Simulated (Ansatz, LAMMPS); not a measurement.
## Convergence of a linear-scaling basis for liquid (Cs,K,Li)F at 1400 K (82 atoms)

Wanted: errors and times of a linear-scaling basis for liquid (Cs,K,Li)F at 1400 K (82 atoms). A setting counts as converged where the r.m.s. difference of forces stays under 1 % of the r.m.s. force.

Program: Ansatz 0.2.0. Level of theory: Kohn-Sham DFT, PBE, PAW (set soft_2), plane waves. Results are calculated unless marked as measured.

Most raw output is cut from this account.

## Step 1: The starting structure

The cell holds 82 atoms: 15 Cs, 8 K, 18 Li and 41 F. Its edges and angles: a = 12.956 Å, b = 12.956 Å, c = 12.956 Å, α = 90.0°, β = 90.0°, γ = 90.0°. 82 atoms (15 Cs, 8 K, 18 Li, 41 F) placed at random at 2.45 g/cm³, melted at 1800 K for 10 ps at fixed volume with the Lennard-Jones and Coulomb ion parameters for SPC/E (Joung and Cheatham, J. Phys. Chem. B 112, 9020 (2008)), full charges. Snapshot at the end of a hold of 20 ps at 1400 K and fixed volume.

Limits known from the start: The network of bonds at the start is that of the classical potential that made the cell, and needn't be the one that DFT or experiment would give. The ion parameters were fitted for water, not for melts, so the starting structure of this cell may lie well off the real melt's. Only the Γ point is sampled, in a cell whose shortest periodic width is 13 Å. Spin–orbit coupling is left out, which matters for the levels of the heavy elements.

## Step 2: The classical run that made the cell

A classical potential supplies the starting structure, since it reaches far longer times than DFT.

This step: classical MD, Lennard-Jones and Coulomb ion parameters for SPC/E (Joung and Cheatham, J. Phys. Chem. B 112, 9020 (2008)), full charges (LAMMPS 22 Jul 2025 - Update 4).

Input file in.lmp:

```
# melt-quench of Cs15K8Li18F41
units metal
atom_style charge
boundary p p p
region box block 0 12.9563 0 12.9563 0 12.9563
create_box 4 box
mass 1 132.9055   # Cs
mass 2 39.0983   # K
mass 3 6.9400   # Li
mass 4 18.9984   # F
create_atoms 1 random 15 886784 NULL overlap 2.15 maxtry 2000
create_atoms 2 random 8 886791 NULL overlap 2.15 maxtry 2000
create_atoms 3 random 18 886798 NULL overlap 2.15 maxtry 2000
create_atoms 4 random 41 886805 NULL overlap 2.15 maxtry 2000
pair_style lj/cut/coul/long 9.0
pair_modify mix arithmetic tail yes
pair_coeff 1 1 0.003897 3.6010   # Cs
pair_coeff 2 2 0.018634 2.8384   # K
pair_coeff 3 3 0.014602 1.4094   # Li
pair_coeff 4 4 0.000321 4.0215   # F
set type 1 charge 1
set type 2 charge 1
set type 3 charge 1
set type 4 charge -1
kspace_style pppm 1.0e-4
neigh_modify delay 0 every 1 check yes
thermo_style custom step time temp pe press density
thermo_modify norm yes
timestep 0.002
thermo 100
min_style cg
minimize 1e-4 1e-4 200 2000
reset_timestep 0
velocity all create 1800 886785 mom yes dist gaussian
# [... 14 lines left out ...]
compute msd all msd com yes
thermo 2500
fix md all nvt temp 1400 1400 0.2
run 10000 post no
print "== T1400: mean square displacement over the hold $(c_msd[4]:%.2f) A^2"
unfix md
uncompute msd
write_dump all custom T1400.dump id type xs ys zs modify sort id
```

On the command line:

```
> lmp -in in.lmp -log none -nocite
```

Elapsed: 4.3 s, on 1 thread of Arm Neoverse V1, shared host; peak memory 0.07 GiB.

## Step 3: Plane-wave single point

The first run fixes the reference, at a cutoff of 420 eV.

Input file input.yaml:

```yaml
crystal:
  lattice:
    - [12.9563, 0.0, 0.0]
    - [0.0, 12.9563, 0.0]
    - [0.0, 0.0, 12.9563]
  atoms:
    - { symbol: Cs, position: [0.3712, 0.13612, 0.16585] }
    - { symbol: Cs, position: [0.9223, 0.77094, 0.42912] }
    - { symbol: Cs, position: [0.4389, 0.63196, 0.8895] }
    - { symbol: Cs, position: [0.07597, 0.17556, 0.20407] }
    - { symbol: Cs, position: [0.07217, 0.02042, 0.52469] }
    - { symbol: Cs, position: [0.01439, 0.33419, 0.54612] }
    - { symbol: Cs, position: [0.41237, 0.35022, 0.62815] }
    - { symbol: Cs, position: [0.70759, 0.80126, 0.61188] }
[... 70 atom lines left out ...]
    - { symbol: F, position: [0.29022, 0.4753, 0.95919] }
    - { symbol: F, position: [0.51544, 0.14832, 0.67711] }
    - { symbol: F, position: [0.23267, 0.24574, 0.60781] }
    - { symbol: F, position: [0.03398, 0.40281, 0.27231] }
kpoints:
  mp_grid: { grid: [1, 1, 1] }
hamiltonian:
  xc: pbe
scf:
  occupations: { method: gaussian, width: 0.05 }
output:
  forces: true
  stress: true
  populations: intrinsic
  dos:
    method: { smearing: { sigma: 0.1 } }
    de: 0.1
    projected: { site_lists: { Cs: [Cs], F: [F], K: [K], Li: [Li] } }
  eigenvalues: true
  write_density: true
  write_potential: true
  volumetric_format: npy
```

On the command line:

```
> ansatz run input.yaml --threads 4 --pin off --max-ram 8192MiB --backend cpu --events-out ev --progress --plain --runs-dir out
```

Run time: 36 s. Hardware: 4 threads of Arm Neoverse V1, shared host; peak memory 2.5 GiB.

The program notes that the exchange-correlation potential is rough where the density is thin.

Numbers from this run:

```
free energy                                      : -134282.2799 eV
free energy per atom                             : -1637.5888 eV/atom
SCF cycles                                       : 9
pressure                                         : -2.169 GPa
r.m.s. force component                           : 0.4079 eV/Å
longest force                                    : 1.379 eV/Å
Fermi energy                                     : 1.937 eV
gap (highest filled to lowest empty level) : 3.433 eV
```

The r.m.s. force component of 0.41 eV/Å sets the scale for the differences below.

## Step 4: Support functions low

The cell is solved in localised support functions.

This step: Kohn-Sham DFT, PBE, PAW (set soft_2), localised support functions (low) (Ansatz 0.2.0).

input.yaml, the sections that differ from step 3:

```yaml
scf:
  occupations: { method: gaussian, width: 0.05 }
  eigensolver: { kind: { support_functions: { accuracy: low } } }
  max_iter: 150
output:
  forces: true
  eigenvalues: true
# crystal, kpoints, hamiltonian: as in step 3
```

It took 3.6 min on 4 threads; peak memory 5 GiB.

The program notes that the band table was not solved further than the SCF left it and it switched symmetry off.

Keys that differ from the reference: support_functions.accuracy = "low" and scf.max_iter = 150.

Forces differ from the reference by 0.45 meV/Å r.m.s., 0.11 % of their size, well within a tolerance of 1 %; the energy by -3.8 meV/atom. It took 3.6 min and 17 cycles; the reference's time can't be set against it, since the two runs asked for unlike analyses.

## Step 5: Support functions medium

The cell is solved in localised support functions. Besides, the program derives a nominal cutoff of 631 eV for this run, against the reference's 420.

This step: Kohn-Sham DFT, PBE, PAW (set soft_2), localised support functions (medium) (Ansatz 0.2.0).

input.yaml, the sections that differ from step 4:

```yaml
scf:
  occupations: { method: gaussian, width: 0.05 }
  eigensolver: { kind: { support_functions: { accuracy: medium } } }
  max_iter: 150
# crystal, kpoints, hamiltonian, output: as in step 4
```

Run time: 6.5 min. Hardware: 4 threads; peak memory 7 GiB; 26 min of CPU time.

Keys that differ from the reference: support_functions.accuracy = "medium" and scf.max_iter = 150.

Forces differ from the reference by 0.46 meV/Å r.m.s., 0.11 % of their size, well within a tolerance of 1 %; the energy by -3.9 meV/atom. It took 6.5 min and 19 cycles; the reference's time can't be set against it, since the two runs asked for unlike analyses.

## Step 6: Support functions medium, radius 3.7 Å

The radius confines each support function; a larger one gives more freedom and more work per atom.

input.yaml, the sections that differ from step 5:

```yaml
scf:
  occupations: { method: gaussian, width: 0.05 }
  eigensolver: { kind: { support_functions: { accuracy: medium, radius: 3.7 } } }
  max_iter: 150
# crystal, kpoints, hamiltonian, output: as in step 5
```

The job ended after 7.2 s (4 threads; peak memory 0.69 GiB).

The program refuses radii under 4.14 Å for these atoms at this level.

## Step 7: A run with a doubtful setting

A doubtful change is made on purpose, to see how the program answers.

This step: Kohn-Sham DFT, PBE, PAW (set soft_2), plane waves (Ansatz 0.2.0).

input.yaml, the sections that differ from step 6:

```yaml
scf:
  occupations: { method: fermi_dirac, width: 5.0 }
  max_iter: 100
output:
  forces: true
# crystal, kpoints, hamiltonian: as in step 6
```

The job ended after 19 min (4 threads; peak memory 7.5 GiB).

The program notes that it cut back its work space to fit the memory limit.

The SCF closed, but on a changed input, so its numbers are not taken as the system's.

The fault in the input: a smearing of electronvolts (scf.occupations = {"method": "fermi_dirac", "width": 5.0}). The fix is to set scf.occupations back to {"method": "gaussian", "width": 0.05}.

How far it lies from the reference, the plane-wave single point:

```
r.m.s. difference of force components : 832.4 meV/Å
longest difference of force vectors   : 2604 meV/Å
force difference over r.m.s. force    : 204.1 %
```

## Step 8: Cost against change

Differences are against the plane-wave reference (Kohn-Sham DFT, PBE, PAW (set soft_2), plane waves), whose r.m.s. force component is 0.408 eV/Å. Energies are set beside the reference only for runs with its functional, potentials and electron count. Times are for 4 threads of Arm Neoverse V1, shared host. The reference's time includes the DOS, the stress and grids, which some other runs skip.

```tsv
run	Δ force, r.m.s. (meV/Å)	share of r.m.s. force (%)	Δ energy (meV/atom)	Δ gap (eV)	cycles	time	host memory (GiB)
reference	-	-	-	-	9	36 s	2.5
support functions low	0.451	0.111	-3.84	-0.0037	17	3.6 min	5.0
support functions medium	0.464	0.114	-3.94	-4.0e-4	19	6.5 min	7.0
```

## Step 9: What the reference run shows

With the settings judged, the reference run is read for its physics.

Length of the force by element:

```tsv
element	coordination	atoms	mean length of the force (eV/Å)	spread	least	most
Cs	all	15	0.604	0.240	0.269	1.34
F	all	41	0.645	0.216	0.292	1.11
K	all	8	0.696	0.297	0.360	1.26
Li	all	18	0.69	0.373	0.210	1.38
```

Intrinsic-atomic-orbital charges by element:

```tsv
element	coordination	atoms	mean charge (e)	spread	least	most
Cs	all	15	0.941	0.0136	0.919	0.972
F	all	41	-0.859	0.0202	-0.901	-0.822
K	all	8	0.853	0.0119	0.841	0.875
Li	all	18	0.794	0.018	0.768	0.825
```

Density of states as counts of states in windows of 1 eV (from the Fermi level), total and the larger projections:

```tsv
from (eV)	to (eV)	total	F p	Cs p	K p
-18	-15	0.0	0.0	0.0	0.0
-15	-14	12.0	0.0	0.0	11.9
-14	-13	28.2	0.1	0.1	28.0
-13	-12	7.8	0.1	0.0	7.7
-12	-10	0.0	0.0	0.0	0.0
-10	-9	7.9	0.1	7.6	0.0
-9	-8	43.7	1.1	42.0	0.0
-8	-7	37.5	1.5	35.5	0.0
-7	-6	0.9	0.0	0.9	0.0
-6	-5	1.0	1.0	0.0	0.0
-5	-4	12.1	11.4	0.1	0.0
-4	-3	103.1	98.4	1.0	0.1
-3	-2	120.6	116.1	1.6	0.1
-2	-1	9.2	8.9	0.1	0.0
-1	1	0.0	0.0	0.0	0.0
1	2	2.0	0.0	0.0	0.0
2	3	6.9	0.3	0.1	0.0
3	4	22.6	0.7	0.2	0.0
4	5	44.4	1.0	0.2	0.0
```

Between -26 and -18 eV lie 112 more states.

The stored curve holds about 496 of the 548 electrons; the rest, give or take the few that broadening carries across the Fermi level, lie in deeper levels below its range.

The levels nearest the highest filled one (over half full), pooled over k-points and spins:

```tsv
level less the highest filled one (eV)	occupation
-0.289	2
-0.271	2
-0.261	2
-0.211	2
-0.184	2
0	2
3.43	0
3.97	0
4.58	0
4.63	0
4.72	0
4.94	0
```

Electrostatic potential energy in the ac plane at fractional y = 0.342, with atoms of Cs and K and Li and F within 0.2 Å of it. With pseudopotentials it is smooth inside the atoms' cores, unlike the true potential.

Ten even steps from '0' (-27 eV) to '9' (8 eV), each cell a mean:
```
9999999999999998788999988510015788999
9999999999999999999999998764468899999
9988899999999999999999999888899988999
9988888889999999999998888999999300699
9998888888999999999988778899999200599
9998888888899999999888778899999978999
9998888888888766678888888999999999999
8888899999886311126888899999999999998
5678899999984112114788999999535999876
1125899999985111114788999998000699741
2212789999987532357888889999645998511
1114799999999888888888888899999998621
3357899999999999999999988899999999864
8888888899951279999999999999999999988
9999864368810049988899999999999999999
9999840027874589854578999999999999999
9999863358999998610058999999999999999
9899988888999999853478999999999999999
9999998888999999988889999999999999999
9999999888899941389999999999999999999
9999999887789710079999999888888888999
9999999987789975799999998877778888889
9999998898889999999999988742246788889
9999985699999988778999987400004788889
```
Columns run along a (13.0 Å; values clipped at the 3rd and 97th percentile), rows up along c (13.0 Å). Atoms in or near the plane, at fractional coordinates: Cs at (0.01, 0.55), Cs at (0.41, 0.63), K at (0.75, 0.00), Li at (0.50, 0.30), Li at (0.19, 0.35), F at (0.34, 0.39), F at (0.88, 0.82).

Valence density in the ac plane at fractional y = 0.342, with atoms of Cs and K and Li and F within 0.2 Å of it. It is the smooth field of the valence electrons, not physical close to the nuclei.

Ten steps, logarithmic in the rise over the least value, from '0' (0.00 × 1e0 e/Å³) to '9' (9.80 × 1e0 e/Å³), each cell a mean:
```
0000123321000000000000001467764100000
0000001100000011100000000134432110000
0000000000000123210000000001111344210
0000011100000123210000001110014798621
0000011110000011100000012221114798631
0000011110000001100000012221012354310
0000000000001233321000001110000111000
0000000000013455543100000001222100000
3321000011124543454200000013676410123
5543100011113554553200000025898521245
2354210000012344432100000013576311355
4454210000001111110000000001121101345
4432100000123221000000000000000000134
1110000001368752000000000000000000001
0000015522479963100000000000000000000
1110048851256642135410000000000000000
3332114520011110168720000000000000001
3432100000000000035400000000000000002
2221000000000123211000000000000000001
0000000000001468742000000000000000000
0000000000002489852000000000000000000
0000011111101346531000000011110000000
0000234421000011110000000245642000000
0001245531000000000000001467874100000
```
Columns run along a (13.0 Å), rows up along c (13.0 Å). Atoms in or near the plane, at fractional coordinates: Cs at (0.01, 0.55), Cs at (0.41, 0.63), K at (0.75, 0.00), Li at (0.50, 0.30), Li at (0.19, 0.35), F at (0.34, 0.39), F at (0.88, 0.82).

Mean intrinsic-atomic-orbital charges: Cs +0.94, F -0.86, K +0.85, Li +0.79 e.

## Step 10: Structure statistics

Bonds and neighbours are counted at the geometry of the runs.

Density 2.45 g/cm³, 26.52 Å³ an atom.

Pair distribution functions g(r), in bins of 0.2 Å:

```tsv
r (Å)	total	F-F	F-Li	F-Cs	F-K	Li-Li	Li-Cs
1.70	0.08	0.00	0.37	0.00	0.00	0.00	0.00
1.90	1.24	0.00	5.63	0.00	0.00	0.00	0.00
2.10	1.47	0.00	6.71	0.00	0.00	0.00	0.00
2.30	0.53	0.00	2.40	0.00	0.00	0.00	0.00
2.50	0.58	0.00	1.52	0.43	1.67	0.00	0.00
2.70	0.98	0.13	0.17	2.87	3.65	0.69	0.00
2.90	1.04	0.74	0.28	2.50	2.21	1.21	0.39
3.10	1.37	1.50	0.36	2.77	1.98	1.66	1.00
3.30	1.19	1.50	0.21	1.32	1.47	1.49	1.77
3.50	1.07	1.52	0.49	0.70	0.64	3.48	1.06
3.70	1.25	1.64	0.86	1.02	1.17	1.58	2.09
3.90	0.91	1.35	0.70	0.74	0.18	0.69	0.64
4.10	1.09	1.48	0.56	0.84	0.15	2.56	1.35
4.30	0.82	1.00	0.51	0.77	0.42	0.29	1.04
4.50	0.72	0.61	0.75	0.55	0.64	1.06	0.94
4.70	1.16	0.93	1.12	0.83	1.29	1.22	1.73
4.90	0.98	0.86	1.54	0.71	0.67	0.00	1.19
5.10	0.91	0.83	1.31	0.55	1.21	0.42	1.10
5.30	1.10	0.95	1.22	1.00	1.61	0.37	0.93
5.50	1.04	0.96	1.47	0.98	1.30	0.35	0.42
5.70	0.89	0.63	1.20	0.99	1.21	0.83	0.59
5.90	1.13	1.09	1.05	1.29	1.22	1.08	1.19
6.10	0.87	0.89	0.95	1.14	0.84	0.72	0.69
6.30	0.98	1.32	0.68	1.20	0.59	0.81	1.05
```

A closer look about Cs12, picked at random: 8 atoms, nearest first, numbered in the order of the input, with positions taken from that point.

```tsv
atom	x	y	z	distance (Å)	intrinsic-atomic-orbital charge (e)	Fx	Fy	Fz (eV/Å)
Cs12	0.00	0.00	0.00	0.00	0.93	0.04	0.55	-0.33
F57	0.48	-2.01	1.63	2.64	-0.87	0.30	-0.59	0.79
F56	-0.65	-2.37	-1.29	2.77	-0.88	0.25	-0.47	0.02
F64	-2.78	0.29	0.05	2.80	-0.87	-0.51	-0.35	0.04
F75	2.81	0.49	-0.39	2.87	-0.85	0.79	0.44	-0.19
Li41	-2.81	-1.37	1.02	3.29	0.78	0.18	0.12	0.11
F66	1.62	2.03	2.18	3.39	-0.88	0.02	0.44	-0.60
Li26	2.54	2.56	0.05	3.60	0.78	-0.13	-0.32	-0.02
```

## Step 11: What came out

```
free energy per atom                             : -1637.5888 eV/atom
pressure                                         : -2.169 GPa
r.m.s. force component                           : 0.4079 eV/Å
gap (highest filled to lowest empty level) : 3.433 eV
wall time of the 4 DFT runs                      : 29 min
```

What this shows: Against plane waves at 420 eV, the forces differ by 0.46 meV/Å (0.11 %) with support functions medium. At 82 atoms the fastest of the runs at a preset level, support functions low, takes roughly 5.9 times the time of plane waves (whose run also made extra analyses, so the like-for-like ratio is larger), in 17 SCF cycles against 9. Differences between support functions and plane waves include what basis error the plane-wave run still has.

The highest filled and lowest empty levels differ by 3.43 eV (at Γ alone); a semilocal functional tends to put such gaps too low. In a disordered cell it changes from sample to sample and from frame to frame.

Caveats: The force components of 0.41 eV/Å r.m.s. hold both thermal displacement and the mismatch between the potential that made the cell and DFT. The pressure of -2.2 GPa is that of one thermal frame, in which the classical model's bond lengths enter as well as the volume, without the kinetic term.

[Logs are printed without paths, hosts, clocks, repeated set-up lines and the standing remarks that a program may print on its own settings, such as how far it seeks lower states.]

[Hosts, paths, dates, database ids (printed as entryN), source tags and the programs' standing remarks are cut or masked in the printed files.]
